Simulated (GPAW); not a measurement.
# A Mo chain with an H atom bridging one bond: transmission at several levels, part 2 of 2

Wanted: the zero-bias transmission of a Mo chain with an H atom bridging one bond on a ladder of levels, with run times.

GPAW 26.7.0; GPAW LCAO, PAW setups; Landauer transmission from Green's functions with principal layers (ASE), zero bias.

So far, transmission at the Fermi level (one spin): step 2 (double-zeta polarised basis, PBE, GPAW) 5.39; step 3 (basis szp(dzp), PBE, GPAW) 5.39; step 4 (basis sz(dzp), PBE, GPAW) 5.35; step 5 (LDA) 5.42.

### 8. SCF mesh 1×1×1, smearing 0.2, potential alignment off

The SCF mesh sets the Fermi level of the repeated cell. Smearing helps the SCF of a metal converge, but it blurs occupations at band edges near the Fermi level. Without the shift, lead and junction are matched by their Fermi levels alone.

This step: GPAW LCAO, PAW setups; Landauer transmission from Green's functions with principal layers (ASE), zero bias (GPAW 26.7.0).

Input file run.py:

```python
import json
import numpy as np
from ase import Atoms
from ase.transport.calculators import TransportCalculator
from gpaw import GPAW, FermiDirac
from gpaw.lcao.tools import get_lcao_hamiltonian
from scipy.linalg import eigh

# The junction with lead layers at both ends, along the third cell vector
device = Atoms(
    ['Mo', 'Mo', 'Mo', 'Mo', 'Mo', 'Mo', 'Mo', 'H', 'Mo', 'Mo', 'Mo', 'Mo', 'Mo', 'Mo', 'Mo'],
    positions=[
        [4.50000, 4.50000, 1.12500],
        [4.50000, 4.50000, 3.37500],
        [4.50000, 4.50000, 5.62500],
        [4.50000, 4.50000, 7.87500],
        [4.50000, 4.50000, 10.12500],
        [4.50000, 4.50000, 12.37500],
        [4.50000, 4.50000, 14.62500],
        [5.13847, 4.50000, 15.85000],
        [4.50000, 4.50000, 17.07500],
        [4.50000, 4.50000, 19.32500],
        [4.50000, 4.50000, 21.57500],
        [4.50000, 4.50000, 23.82500],
        [4.50000, 4.50000, 26.07500],
        [4.50000, 4.50000, 28.32500],
        [4.50000, 4.50000, 30.57500]],
    cell=[[9.0, 0.0, 0.0], [0.0, 9.0, 0.0], [0.0, 0.0, 31.7]],
    pbc=True)

# One principal layer of the lead: the first 5 atoms of the device
lead = Atoms(
    ['Mo', 'Mo', 'Mo', 'Mo', 'Mo'],
    positions=[
        [4.50000, 4.50000, 1.12500],
        [4.50000, 4.50000, 3.37500],
        [4.50000, 4.50000, 5.62500],
        [4.50000, 4.50000, 7.87500],
        [4.50000, 4.50000, 10.12500]],
    cell=[[9.0, 0.0, 0.0], [0.0, 9.0, 0.0], [0.0, 0.0, 11.25]],
    pbc=True)

settings = dict(mode='lcao', basis='dzp', xc='PBE', h=0.2,
                occupations=FermiDirac(0.2), maxiter=250,
                mixer=dict(beta=0.1, nmaxold=8, weight=100.0),
                convergence=dict(density=0.0001))
energies = np.arange(-2, 2 + 1e-9, 0.05)
eta = 0.0001
n1, n2 = 1, 1
# k and -k transmit alike, so half of the mesh across the current serves
mesh = [(i, j) for i in range(n1) for j in range(n2) if (i, j) <= (-i % n1, -j % n2)]
weights = np.array([1 if (i, j) == (-i % n1, -j % n2) else 2 for i, j in mesh]) / (n1 * n2)

# [... helper functions left out ...]
fermi_lead = ground_state(lead, (1, 1, 10), 'lead.txt')
fermi_device = ground_state(device, (1, 1, 1), 'device.txt')
# [... loop over the mesh left out, but for ...]
        # Lead and device are aligned by their Fermi levels alone
        shift = 0.0
# [...]
kT = 8.617333e-5 * 500
bias = [0.1, 0.2, 0.5, 1.0, 1.5, 2.0]
# [... integrals and printing left out ...]
```

Started as:

```
> OMP_NUM_THREADS=1 OPENBLAS_NUM_THREADS=1 python run.py
```

The program printed:

```text
basis functions: device 411, principal layer 145
Fermi level: lead -2.7269 eV, device -2.7144 eV; lead shifted by 0.0000 eV
largest coupling past the next layer 2.80e-05 eV, largest misfit of the first layer 0.097 eV
  E-E_F (eV)   T (one spin)  [channel counts left out]
    -2.000    2.3395e+00
    -1.950    2.3414e+00
    -1.900    2.3415e+00
    -1.850    2.3390e+00
    -1.800    2.3328e+00
    -1.750    2.3217e+00
    -1.700    2.3024e+00
    -1.650    2.2722e+00
    -1.600    2.2194e+00
    -1.550    2.1108e+00
    -1.500    2.5629e+00
    -1.450    3.0201e+00
    -1.400    3.1502e+00
    -1.350    3.1981e+00
    -1.300    3.2258e+00
    -1.250    3.2473e+00
[...]
1.650    3.5149e+00
     1.700    3.5024e+00
     1.750    3.4854e+00
     1.800    3.4588e+00
     1.850    3.4095e+00
     1.900    3.3046e+00
     1.950    3.0684e+00
     2.000    1.8057e+00
conductance at 500 K: 5.3543 G0 a cell; thermopower -0.1129 uV/K
current from the zero-bias T(E) at 0.1 V: 41.49 uA
current from the zero-bias T(E) at 0.2 V: 83.007 uA
current from the zero-bias T(E) at 0.5 V: 207.72 uA
current from the zero-bias T(E) at 1.0 V: 414 uA
current from the zero-bias T(E) at 1.5 V: 611.73 uA
current from the zero-bias T(E) at 2.0 V: 782.37 uA
```

Wall time 4.5 min (1 thread of Arm Neoverse N1, shared host); peak memory 1.3 GiB.

The run finished with changed settings (scf_mesh = [1, 1, 1], width = 0.2 and align = false); it serves as a test.

The two runs compared:

```
                                           quantity  this run  sound run  difference
                                   conductance (G₀)    5.3543     5.3895     -0.0352
largest coupling past the next principal layer (eV)  2.799e-5   2.799e-5    -2.2e-10
   largest misfit of the first principal layer (eV)  0.096665   0.021435      0.0752
                    shift that aligns the lead (eV)         0  0.0037348    -0.00373
         transmission at the Fermi level (one spin)    5.3475     5.3916     -0.0441
```

The two runs differ clearly in the largest misfit of the first principal layer: 0.0967 eV against 0.0214 eV.

### 9. A second varied run

A last run, with other settings again.

run.py: that of step 8 with these lines changed.

```diff
@@ -43,4 +43,4 @@
 settings = dict(mode='lcao', basis='dzp', xc='PBE', h=0.2,
-                occupations=FermiDirac(0.2), maxiter=250,
-                mixer=dict(beta=0.1, nmaxold=8, weight=100.0),
+                occupations=FermiDirac(0.1), maxiter=100,
+                mixer=dict(beta=0.9, nmaxold=1, weight=1.0),
                 convergence=dict(density=0.0001))
@@ -55,6 +55,6 @@
 fermi_lead = ground_state(lead, (1, 1, 10), 'lead.txt')
-fermi_device = ground_state(device, (1, 1, 1), 'device.txt')
+fermi_device = ground_state(device, (1, 1, 3), 'device.txt')
 # [... loop over the mesh left out, but for ...]
-        # Lead and device are aligned by their Fermi levels alone
-        shift = 0.0
+        # Shift the lead onto the potential of the device's first layer
+        shift = ((H[:, 0, 0] - H0[:, 0, 0]) / S0[0, 0]).real.mean()
 # [...]
```

The program printed:

```text
gpaw.KohnShamConvergenceError
```

Wall time 8.9 min (1 thread); peak memory 0.43 GiB.

No converged result was reached; the numbers in the log don't describe the system.

The fault put into the input: mixing far too strong, under a cap of 100 iterations, which ended the run (beta = 0.9, nmaxold = 1 and weight = 1.0).

### 10. Results

| Item | Value |
| --- | --- |
| conductance | 5.39 G₀ |
| transmission at the Fermi level, mean of the spins | 5.39 |
| thermopower | about 0 (under 1.5 μV/K) |

In words: In the dzp basis the junction conducts 5.39 G₀ at 500 K, with T = 5.39 a spin at the Fermi level; the sz basis reaches that conductance within 10 %. At the Fermi level the three most open eigenchannels pass 0.99, 0.96 and 0.94. Measured against the first run (dzp), the nearest curve is that of dzp-LDA (r.m.s. 0.090) and the farthest that of sz (0.29). Over the compared runs wall time goes from 210 s (sz) to 412 s (dzp), on a shared host. The geometry was built from estimated bond lengths and not relaxed, so the numbers describe this model structure. The run had no spin polarisation, so a magnetic state, which chains and small molecules with open shells often have, wasn't tested. An evenly spaced straight chain is an idealisation: free chains tend to dimerise, zigzag or, where a band edge lies near the Fermi level, turn magnetic. The currents use the zero-bias T(E) throughout, which holds only while the bias is small against the distance to the nearest feature.

[Logs are printed without paths, hosts, clocks, repeated set-up lines and the standing remarks that a program may print on its own settings, such as how far it seeks lower states.]

[Hosts, paths, dates, database ids (printed as entryN), source tags and the programs' standing remarks are cut or masked in the printed files.]
